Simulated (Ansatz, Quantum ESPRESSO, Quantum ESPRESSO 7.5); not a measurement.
# Pt(100), 5 layers, one monolayer of P on bridge sites: vacuum level and surface dipole

Aim: the work function of each face of Pt(100), 5 layers, one monolayer of P on bridge sites, and how it moves with functional, pseudopotentials and boundary condition.

Calculated with Quantum ESPRESSO 7.5; plane-wave DFT, PBE, GBRV ultrasoft pseudopotentials (geometry and cross-check by Ansatz 0.2.0 with PAW datasets; geometry under PBE).

### 1. Starting point

The cell holds 6 atoms: 5 Pt and 1 P. Cell: a = 2.772 Å, b = 2.772 Å, c = 26.840 Å, α = 90.0°, β = 90.0°, γ = 90.0°. It derives from Pt. Vacuum lies along c.

### 2. Geometry from Ansatz

The geometry comes first, from a plane-wave PAW code, so that the later runs on this slab share one structure.

Contents of input.yaml:

```yaml
crystal:
  lattice:
    - [2.7718585823, 0.0, 0.0]
    - [0.0, 2.7718585823, 0.0]
    - [0.0, 0.0, 26.84]
  atoms:
    - { symbol: Pt, position: [0.0, 0.0, 0.3092399404] }
    - { symbol: Pt, position: [0.5, 0.5, 0.3822652757] }
    - { symbol: Pt, position: [0.0, 0.0, 0.455290611] }
    - { symbol: Pt, position: [0.5, 0.5, 0.5283159463] }
    - { symbol: Pt, position: [0.0, 0.0, 0.6013412817] }
    - { symbol: P, position: [0.5, 0.0, 0.6757086826] }
kpoints:
  mp_grid: { grid: [10, 10, 1] }
hamiltonian:
  xc: pbe
scf:
  occupations: { method: fermi_dirac, width: 0.1 }
  convergence: { dr2_threshold: 1.0e-08 }
efield:
  axis: 3
  dipole_correction: true
  ramp_position: 0.97
  ramp_width: 0.04
relax:
  f_tol: 0.01
  constraints: [{ sites: [0, 1, 2] }]
output:
  write_potential: true
  write_density: true
  volumetric_format: npy
```

Launch:

```
ansatz run input.yaml --threads 4 --pin off --max-ram 8192MiB --backend cpu --events-out ev --progress --plain --runs-dir out
```

Numbers of over 12 decimals in the logs are rounded to 6 here.

Log:

```text
Engine: ansatz 0.2.0, aarch64-unknown-linux-gnu
Pseudopotentials: kind: paw
Pseudopotential: Pt, paw, valence charge 18, recommended cutoff 420 eV (normal), Pt.paw.azcp
Pseudopotential: P, paw, valence charge 5, recommended cutoff 420 eV (normal), P.paw.azcp
Functional definition: PBE
  parameter kappa = 0.804
  parameter beta = 0.066725
  exchange = pbe_x(kappa = kappa, mu = beta*pi^2/3)
  correlation = pbe_c(beta = beta)
Crystal: 6 atoms, lattice volume = 206.217 Å³
Basis set: ecut = 420 eV, 4101 PW (Γ), exchange–correlation on 40×40×360 points (8 copies of the dense FFT grid, shifted against one another)
Bands: 57, of which v1, the nominal top of the filled ones, is band 48 counted from 1 (47 counted from 0)
Symmetry: 4 space group operations
Space group: Pmm2 (ITA 25), of the structure as read, at distance tolerance 5.9e-5 Å
k-points: 36 of 100
Non-local potential: Pt, projectors of the file, l = 0: 3, l = 1: 2, l = 2: 2, l = 3: 1
Non-local potential: P, projectors of the file, l = 0: 2, l = 1: 2, l = 2: 2
PAW form: soft (Blöchl's): semilocal exchange-correlation on the pseudo side does not see the compensation charge
PAW one-centre angular grid: Pt, 590 points (default); XC on 64 Gauss nodes
PAW one-centre angular grid: P, 110 points (default); XC on 64 Gauss nodes
Initial density: superposition of atomic densities (neutral atoms: chi_scale 0, normalization atom), corrected by the library's trained network
Initial wavefunctions: pseudopotential atomic-orbital guess
Functional: x = pbe(κ = 0.804, μ = 0.219515), c = pbe(β = 0.066725)
SCF iter   1: F=—  HF=-63369.883400 eV  |F-HF|=—  |Δ(HF+E_count)|=         —  Δρ=1.15e-2  dr2=3.44e0  ethr=1.77e-3  p=0.016 e·Å  D=1.38e-2 V/Å  ΔV_dip=-0.37 eV  dr2_dipole=4.71e-1  V_vac-E_F(+/−)=4.70/5.07 eV  ⟨swp⟩=8.9  Hψ=9327  notcnv=0  defer=19
efield: sawtooth ramp at fractional position 0.9700 (set: `efield.ramp_position`, or a place that a band, a saddle search or an elastic batch's reference lends), width 0.0400; the density the first Hamiltonian is built on has a dipole p = 0.016 e·Å; the dipole correction subtracts the counter field D = 1.38e-2 V/Å, which shifts the + side's vacuum level by -0.37 eV against the − side's; the planar-averaged density in the ramp window peaks in size at 1.3e-5 e/Å³
preconditioner: auto → LDOS  [metal: Δε(μ)=0.002 eV  Ē_g=7.219 eV  σ=0.100 eV  W_gap=0.00  n_scr=48 (ndim 8)  ℏωp=19.2 eV  f_vac=0.513  D(μ)=8.41/eV (n_scr^D=74)  β→1.0]
SCF iter   2: F=—  HF=-63369.828761 eV  |F-HF|=—  |Δ(HF+E_count)|=   5.46e-2  Δρ=4.84e-3  dr2=1.15e-1  ethr=1.77e-3  p=0.035 e·Å  D=3.08e-2 V/Å  ΔV_dip=-0.83 eV  dr2_dipole=4.59e-5  V_vac-E_F(+/−)=4.94/5.77 eV  ⟨swp⟩=2.1  Hψ=2469  notcnv=0  defer=35
SCF iter   3: F=—  HF=-63369.826869 eV  |F-HF|=—  |Δ(HF+E_count)|=   1.89e-3  Δρ=2.37e-3  dr2=6.92e-2  ethr=1.21e-4  p=0.028 e·Å  D=2.49e-2 V/Å  ΔV_dip=-0.67 eV  dr2_dipole=2.27e-3  V_vac-E_F(+/−)=4.84/5.51 eV  ⟨swp⟩=2.3  Hψ=3240  notcnv=0  defer=46
SCF iter   4: F=—  HF=-63369.820381 eV  |F-HF|=—  |Δ(HF+E_count)|=   6.49e-3  Δρ=8.39e-4  dr2=4.81e-3  ethr=7.29e-5  p=0.033 e·Å  D=2.89e-2 V/Å  ΔV_dip=-0.78 eV  dr2_dipole=2.27e-4  V_vac-E_F(+/−)=4.89/5.67 eV  ⟨swp⟩=2.0  Hψ=2981  notcnv=0  defer=46
SCF iter   5: F=—  HF=-63369.820162 eV  |F-HF|=—  |Δ(HF+E_count)|=   2.19e-4  Δρ=3.58e-4  dr2=1.14e-3  ethr=5.06e-6  p=0.032 e·Å  D=2.84e-2 V/Å  ΔV_dip=-0.76 eV  dr2_dipole=6.00e-5  V_vac-E_F(+/−)=4.89/5.65 eV  ⟨swp⟩=2.0  Hψ=3004  notcnv=0  defer=46
SCF iter   6: F=—  HF=-63369.820130 eV  |F-HF|=—  |Δ(HF+E_count)|=   3.18e-5  Δρ=1.53e-4  dr2=1.48e-4  ethr=1.20e-6  p=0.032 e·Å  D=2.84e-2 V/Å  ΔV_dip=-0.76 eV  dr2_dipole=2.23e-6  V_vac-E_F(+/−)=4.89/5.65 eV  ⟨swp⟩=1.5  Hψ=2207  notcnv=0  defer=46
SCF iter   7: F=—  HF=-63369.820133 eV  |F-HF|=—  |Δ(HF+E_count)|=   3.14e-6  Δρ=7.05e-5  dr2=2.75e-5  ethr=1.56e-7  p=0.032 e·Å  D=2.84e-2 V/Å  ΔV_dip=-0.76 eV  dr2_dipole=4.21e-7  V_vac-E_F(+/−)=4.89/5.65 eV  ⟨swp⟩=2.0  Hψ=2550  notcnv=0  defer=46
SCF iter   8: F=—  HF=-63369.820121 eV  |F-HF|=—  |Δ(HF+E_count)|=   1.22e-5  Δρ=2.92e-5  dr2=4.47e-6  ethr=2.89e-8  p=0.032 e·Å  D=2.84e-2 V/Å  ΔV_dip=-0.76 eV  dr2_dipole=1.15e-7  V_vac-E_F(+/−)=4.89/5.65 eV  ⟨swp⟩=2.2  Hψ=2696  notcnv=0  defer=46
SCF iter   9: F=—  HF=-63369.819882 eV  |F-HF|=—  |Δ(HF+E_count)|=   2.39e-4  Δρ=1.20e-5  dr2=9.23e-7  ethr=4.71e-9  p=0.032 e·Å  D=2.84e-2 V/Å  ΔV_dip=-0.76 eV  dr2_dipole=2.96e-9  V_vac-E_F(+/−)=4.89/5.65 eV  ⟨swp⟩=2.1  Hψ=2864  notcnv=0  defer=39
SCF iter  10: F=—  HF=-63369.819882 eV  |F-HF|=—  |Δ(HF+E_count)|=   3.69e-7  Δρ=7.07e-6  dr2=2.70e-7  ethr=9.71e-10  p=0.032 e·Å  D=2.84e-2 V/Å  ΔV_dip=-0.76 eV  dr2_dipole=7.19e-10  V_vac-E_F(+/−)=4.89/5.65 eV  ⟨swp⟩=2.0  Hψ=2973  notcnv=0  defer=39
SCF iter  11: F=—  HF=-63369.819882 eV  |F-HF|=—  |Δ(HF+E_count)|=   3.55e-8  Δρ=3.14e-6  dr2=6.46e-8  ethr=2.84e-10  p=0.032 e·Å  D=2.84e-2 V/Å  ΔV_dip=-0.76 eV  dr2_dipole=5.11e-9  V_vac-E_F(+/−)=4.89/5.65 eV  ⟨swp⟩=2.3  Hψ=3222  notcnv=0  defer=39
SCF iter  12: F=-63369.819882 eV  HF=-63369.819882 eV  |F-HF|=2.73e-8  |Δ(HF+E_count)|=   2.19e-8  Δρ=1.18e-6  dr2=7.40e-9  ethr=1.05e-11  p=0.032 e·Å  D=2.84e-2 V/Å  ΔV_dip=-0.76 eV  dr2_dipole=4.47e-10  V_vac-E_F(+/−)=4.89/5.65 eV  ⟨swp⟩=8.3  Hψ=14932  notcnv=0
SCF 1 converged in 12 iterations: F = -63369.819882 eV  dr2 = 7.40e-9
  greatest PAW one-centre occupation: 1.000 electrons in one spin orbital (limit 2), on the Pt atom at site 4 (counted from 0), in its partial waves of l = 0
relax step   1: F+E_penalty+E_count = -63369.81988229 eV  Δ(F+E_penalty+E_count) = +0.000e0 eV  max|allowed force component| = 1.819e0 eV/Å  Δτ_max = 0.0000 Å  (12 SCF iters, accepted)
Initial density: handed on by an earlier stage of this run
Initial wavefunctions: those handed on with the density
iter 1 solved again at ethr=1.91e-4 eV; its pass at ethr=3.10e-3 eV (dr2=1.82e-1 eV) is discarded
SCF iter   1: F=—  HF=-63369.977910 eV  |F-HF|=—  |Δ(HF+E_count)|=         —  Δρ=1.18e-2  dr2=1.57e-1  ethr=1.91e-4  p=0.032 e·Å  D=2.84e-2 V/Å  ΔV_dip=-0.76 eV  dr2_dipole=3.21e-8  V_vac-E_F(+/−)=4.89/5.65 eV  ⟨swp⟩=1.6  Hψ=8475  notcnv=0  defer=31
[...]
SCF iter   7: F=—  HF=-63369.968179 eV  |F-HF|=—  |Δ(HF+E_count)|=   2.50e-4  Δρ=1.26e-5  dr2=7.44e-7  ethr=3.08e-9  p=0.030 e·Å  D=2.62e-2 V/Å  ΔV_dip=-0.70 eV  dr2_dipole=3.55e-10  V_vac-E_F(+/−)=4.94/5.64 eV  ⟨swp⟩=2.1  Hψ=3150  notcnv=0  defer=49
SCF iter   8: F=—  HF=-63369.968180 eV  |F-HF|=—  |Δ(HF+E_count)|=   1.66e-7  Δρ=5.10e-6  dr2=1.60e-7  ethr=7.84e-10  p=0.030 e·Å  D=2.62e-2 V/Å  ΔV_dip=-0.70 eV  dr2_dipole=1.98e-9  V_vac-E_F(+/−)=4.94/5.64 eV  ⟨swp⟩=2.2  Hψ=2915  notcnv=0  defer=49
SCF iter   9: F=—  HF=-63369.968180 eV  |F-HF|=—  |Δ(HF+E_count)|=   2.84e-8  Δρ=1.94e-6  dr2=1.85e-8  ethr=1.68e-10  p=0.030 e·Å  D=2.62e-2 V/Å  ΔV_dip=-0.70 eV  dr2_dipole=2.72e-9  V_vac-E_F(+/−)=4.94/5.64 eV  ⟨swp⟩=2.0  Hψ=2931  notcnv=0  defer=49
SCF iter  10: F=-63369.968180 eV  HF=-63369.968180 eV  |F-HF|=1.06e-9  |Δ(HF+E_count)|=   9.44e-9  Δρ=8.22e-7  dr2=3.48e-9  ethr=1.05e-11  p=0.030 e·Å  D=2.62e-2 V/Å  ΔV_dip=-0.70 eV  dr2_dipole=1.53e-10  V_vac-E_F(+/−)=4.94/5.64 eV  ⟨swp⟩=9.9  Hψ=14410  notcnv=0
SCF 3 converged in 10 iterations: F = -63369.968180 eV  dr2 = 3.48e-9
relax step   3: F+E_penalty+E_count = -63369.96817957 eV  Δ(F+E_penalty+E_count) = -1.282e-2 eV  max|allowed force component| = 2.339e-1 eV/Å  Δτ_max = 0.0422 Å  (10 SCF iters, accepted)
[...]
relax step   4: F+E_penalty+E_count = -63369.97046104 eV  Δ(F+E_penalty+E_count) = -2.281e-3 eV  max|allowed force component| = 3.406e-2 eV/Å  Δτ_max = 0.0488 Å  (9 SCF iters, accepted)
SCF iter   1: F=—  HF=-63369.971300 eV  |F-HF|=—  |Δ(HF+E_count)|=         —  Δρ=1.05e-3  dr2=1.21e-3  ethr=1.19e-5  p=0.031 e·Å  D=2.68e-2 V/Å  ΔV_dip=-0.72 eV  dr2_dipole=4.15e-5  V_vac-E_F(+/−)=4.92/5.64 eV  ⟨swp⟩=2.9  Hψ=4601  notcnv=0  defer=48
efield: sawtooth ramp at fractional position 0.9700 (set: `efield.ramp_position`, or a place that a band, a saddle search or an elastic batch's reference lends), width 0.0400; the density the first Hamiltonian is built on has a dipole p = 0.031 e·Å; the dipole correction subtracts the counter field D = 2.68e-2 V/Å, which shifts the + side's vacuum level by -0.72 eV against the − side's; the planar-averaged density in the ramp window peaks in size at 2.3e-6 e/Å³
preconditioner: auto → LDOS  [metal: Δε(μ)=0.007 eV  Ē_g=7.274 eV  σ=0.100 eV  W_gap=0.02  n_scr=48 (ndim 8)  ℏωp=19.2 eV  f_vac=0.508  D(μ)=8.22/eV (n_scr^D=74)  β→1.0]
SCF iter   2: F=—  HF=-63369.971161 eV  |F-HF|=—  |Δ(HF+E_count)|=   1.39e-4  Δρ=2.67e-4  dr2=2.99e-4  ethr=1.28e-6  p=0.031 e·Å  D=2.68e-2 V/Å  ΔV_dip=-0.72 eV  dr2_dipole=2.48e-7  V_vac-E_F(+/−)=4.93/5.64 eV  ⟨swp⟩=2.3  Hψ=3983  notcnv=0  defer=48
SCF iter   3: F=—  HF=-63369.971117 eV  |F-HF|=—  |Δ(HF+E_count)|=   4.45e-5  Δρ=1.34e-4  dr2=9.89e-5  ethr=3.15e-7  p=0.030 e·Å  D=2.68e-2 V/Å  ΔV_dip=-0.72 eV  dr2_dipole=6.67e-7  V_vac-E_F(+/−)=4.93/5.64 eV  ⟨swp⟩=2.8  Hψ=3714  notcnv=0  defer=48
SCF iter   4: F=—  HF=-63369.971108 eV  |F-HF|=—  |Δ(HF+E_count)|=   9.08e-6  Δρ=3.78e-5  dr2=6.50e-6  ethr=1.04e-7  p=0.031 e·Å  D=2.68e-2 V/Å  ΔV_dip=-0.72 eV  dr2_dipole=2.14e-7  V_vac-E_F(+/−)=4.92/5.64 eV  ⟨swp⟩=2.3  Hψ=3016  notcnv=0  defer=48
SCF iter   5: F=—  HF=-63369.970862 eV  |F-HF|=—  |Δ(HF+E_count)|=   2.45e-4  Δρ=1.16e-5  dr2=1.03e-6  ethr=6.84e-9  p=0.030 e·Å  D=2.67e-2 V/Å  ΔV_dip=-0.72 eV  dr2_dipole=4.08e-8  V_vac-E_F(+/−)=4.93/5.64 eV  ⟨swp⟩=2.0  Hψ=3453  notcnv=0  defer=48
SCF iter   6: F=—  HF=-63369.970863 eV  |F-HF|=—  |Δ(HF+E_count)|=   3.43e-7  Δρ=4.85e-6  dr2=1.44e-7  ethr=1.08e-9  p=0.030 e·Å  D=2.67e-2 V/Å  ΔV_dip=-0.72 eV  dr2_dipole=1.10e-9  V_vac-E_F(+/−)=4.93/5.64 eV  ⟨swp⟩=2.0  Hψ=2977  notcnv=0  defer=48
SCF iter   7: F=—  HF=-63369.970863 eV  |F-HF|=—  |Δ(HF+E_count)|=   8.46e-8  Δρ=2.11e-6  dr2=3.24e-8  ethr=1.52e-10  p=0.030 e·Å  D=2.67e-2 V/Å  ΔV_dip=-0.72 eV  dr2_dipole=1.15e-10  V_vac-E_F(+/−)=4.93/5.64 eV  ⟨swp⟩=2.0  Hψ=2952  notcnv=0  defer=48
SCF iter   8: F=-63369.970863 eV  HF=-63369.970863 eV  |F-HF|=1.06e-9  |Δ(HF+E_count)|=   1.59e-8  Δρ=9.49e-7  dr2=9.32e-9  ethr=1.05e-11  p=0.030 e·Å  D=2.67e-2 V/Å  ΔV_dip=-0.72 eV  dr2_dipole=4.27e-11  V_vac-E_F(+/−)=4.93/5.64 eV  ⟨swp⟩=9.5  Hψ=13852  notcnv=0
SCF 5 converged in 8 iterations: F = -63369.970863 eV  dr2 = 9.32e-9
relax step   5: F+E_penalty+E_count = -63369.97086293 eV  Δ(F+E_penalty+E_count) = -4.019e-4 eV  max|allowed force component| = 6.488e-3 eV/Å  Δτ_max = 0.0167 Å  (8 SCF iters, accepted)
NSCF: frozen V_eff on 36 k-points
the band table was solved once a step of the walk had ended and its energy, with any forces and stress, was formed, with the checks that follow a solve (10418 applications of the Hamiltonian). They found nothing against the state; the energy, forces and stress were not computed again (output.eigenvalues in the input reference)
WARN: The output density's exchange-correlation potential varies sharply where the density is thin. Do not read a vacuum level from v_tot or v_xc, or from such a field of the output density. On a cell that repeats whose density bears no net charge and no dipole along the vacuum's axis use v_es (v_loc + v_h of the components); under efield.dipole_correction with no amplitude use v_es + v_field, which holds any externa [...]
SCF converged after 8 iterations
Free energy (F): -63369.970863 eV
Harris-Foulkes:  -63369.970863 eV  (|F-HF|=1.06e-9)
Internal energy: -63369.710193 eV  (E = F + TS)
E sigma→0 (E₀):  -63369.840528 eV
Entropy (-TS):   -0.260670 eV (-43.445 meV/atom)
Fermi energy:    6.322220 eV
Dipole field:    D = 0.026727 V/Å  (p = 0.030459 e·Å, saw-weighted, corrected)
Work function:   Φ+ = 4.9257 eV   Φ− = 5.6431 eV
Levels:          The Fermi level and band energies are counted from a zero that moves with the ramp; work functions are not
--- Per-component energies (eV) ---
  E_band       = -2161.747010
  E_kinetic    = 3256.002052
  E_local      = -179419.226522  (includes V_loc(G=0)·N_el)
  E_nonlocal   = 1033.173099
  E_hartree    = 87994.829702
  E_xc         = -1368.400294
  E_vxc        = -1572.238472  (∫ρ·V_xc dr)
  E_paw        = -47839.546978  (= ΣΔE_a)
  E_vpaw       = -1450.512000  (= ΣTr[D̂ρ^β])
  E_aug_tail   = 0.001009  (compensation charges beyond the density's cutoff)
  E_efield     = 0.000407  (sawtooth field / dipole correction)
  E_vefield    = 1.415086  (∫n·V_field dr)
  E_ewald      = 72973.457332
  E_smearing   = -0.260670  (= −TS)
  E_closure    = 0.000000  (closes the sum)
  Σ components = -63369.970863   (vs F -63369.970863, Δ=0.00e0)
--- Forces (eV/Å), atoms counted from 1 ---
  atom   1  Pt    -0.00000000     0.00000000    -0.11433765
  atom   2  Pt    -0.00000000     0.00000000    -0.31391162
  atom   3  Pt     0.00000000     0.00000000     0.42788540
  atom   4  Pt    -0.00000000     0.00000000    -0.00355702
  atom   5  Pt     0.00000000     0.00000000     0.00648764
  atom   6  P     -0.00000000     0.00000000    -0.00256680
  max |Σ_I F_I| component: 5.88e-8 eV/Å
--- Band table (eV; the first three rows and the last of 36) ---
  k-point 0: bands = [... 44 lower, 5.4531, 5.5295, 5.6104, 6.0845, 6.3969, 6.4846, 6.5005, 7.6793, ... 5 higher]
  k-point 1: bands = [... 44 lower, 5.1824, 5.6253, 5.8002, 5.8635, 6.2487, 6.5696, 6.7335, 8.7254, ... 5 higher]
  k-point 2: bands = [... 44 lower, 4.9057, 5.4907, 5.6981, 5.8218, 6.2355, 6.5327, 7.0136, 7.9803, ... 5 higher]
  k-point 35: bands = [... 44 lower, 6.8237, 6.8673, 7.0752, 7.3838, 7.8234, 8.7069, 10.0953, 10.3765, ... 5 higher]
--- Relaxed structure (5 steps of the walk, 5 accepted, 0 SCFs on fresh bases) ---
  F+E_penalty+E_count = -63369.97086293 eV   max|allowed force component| = 6.488e-3 eV/Å
  atoms:
    - { symbol: Pt, position: [0.0, 0.0, 0.309240] }
    - { symbol: Pt, position: [0.5, 0.5, 0.382265] }
    - { symbol: Pt, position: [0.0, 0.0, 0.455291] }
    - { symbol: Pt, position: [0.5, 0.5, 0.530885] }
    - { symbol: Pt, position: [1.403741136016336e-17, 0.0, 0.610046] }
    - { symbol: P, position: [0.5, 0.0, 0.679876] }
```

It took 47 s on 4 threads of Arm Neoverse V2, shared host; peak memory 0.67 GiB.

Relaxation path:

| step | energy less that of the first step (eV) | largest force component (eV/Å) |
| --- | --- | --- |
| 1 | 0.0000 | 1.8194 |
| 2 | -0.1355 | 0.3903 |
| 3 | -0.1483 | 0.2339 |
| 4 | -0.1506 | 0.0341 |
| 5 | -0.1510 | 0.0065 |

Forces are held to the 4 operations that the run works with; a distortion that breaks them can't arise in this run.

The atoms that moved most (Å):

| atom | dx | dy | dz | length |
| --- | --- | --- | --- | --- |
| Pt5 | 0.000 | 0.000 | 0.234 | 0.234 |
| P6 | 0.000 | 0.000 | 0.112 | 0.112 |
| Pt4 | 0.000 | 0.000 | 0.069 | 0.069 |

Final coordinates:

```cif
data_structure
_symmetry_space_group_name_H-M 'P 1'
_symmetry_Int_Tables_number 1
_cell_length_a 2.7719
_cell_length_b 2.7719
_cell_length_c 26.8400
_cell_angle_alpha 90.000
_cell_angle_beta 90.000
_cell_angle_gamma 90.000
_cell_volume 206.22
loop_
_atom_site_label
_atom_site_type_symbol
_atom_site_fract_x
_atom_site_fract_y
_atom_site_fract_z
_atom_site_occupancy
Pt1 Pt 0.00000 0.00000 0.30924 1
Pt2 Pt 0.50000 0.50000 0.38227 1
Pt3 Pt 0.00000 0.00000 0.45529 1
Pt4 Pt 0.50000 0.50000 0.53088 1
Pt5 Pt 0.00000 0.00000 0.61005 1
P6 P 0.50000 0.00000 0.67988 1
```

The relaxation lowers the energy by 25 meV an atom. Held were the atoms numbered 1, 2 and 3; the forces quoted are those on the free ones.

Numbers from this step:

```
free energy                     : -63369.9709 eV
energy at zero smearing         : -63369.8405 eV
smearing term TS                : 0.2607 eV
Fermi energy                    : 6.322 eV
symmetry operations             : 4
work function of the upper face : 4.926 eV
work function of the lower face : 5.643 eV
dipole along the normal         : 0.03046 e·Å
```

(Part 1 of 6 ends here.)

[Logs are printed without paths, hosts, clocks, repeated set-up lines and the standing remarks that a program may print on its own settings, such as how far it seeks lower states.]

[Hosts, paths, dates, database ids (printed as entryN), source tags and the programs' standing remarks are cut or masked in the printed files.]

[Maps of the electrostatic potential energy from Ansatz leave out the sawtooth potential of an applied field or a dipole correction, so their vacuum need not be flat; planar profiles and work functions include it.]
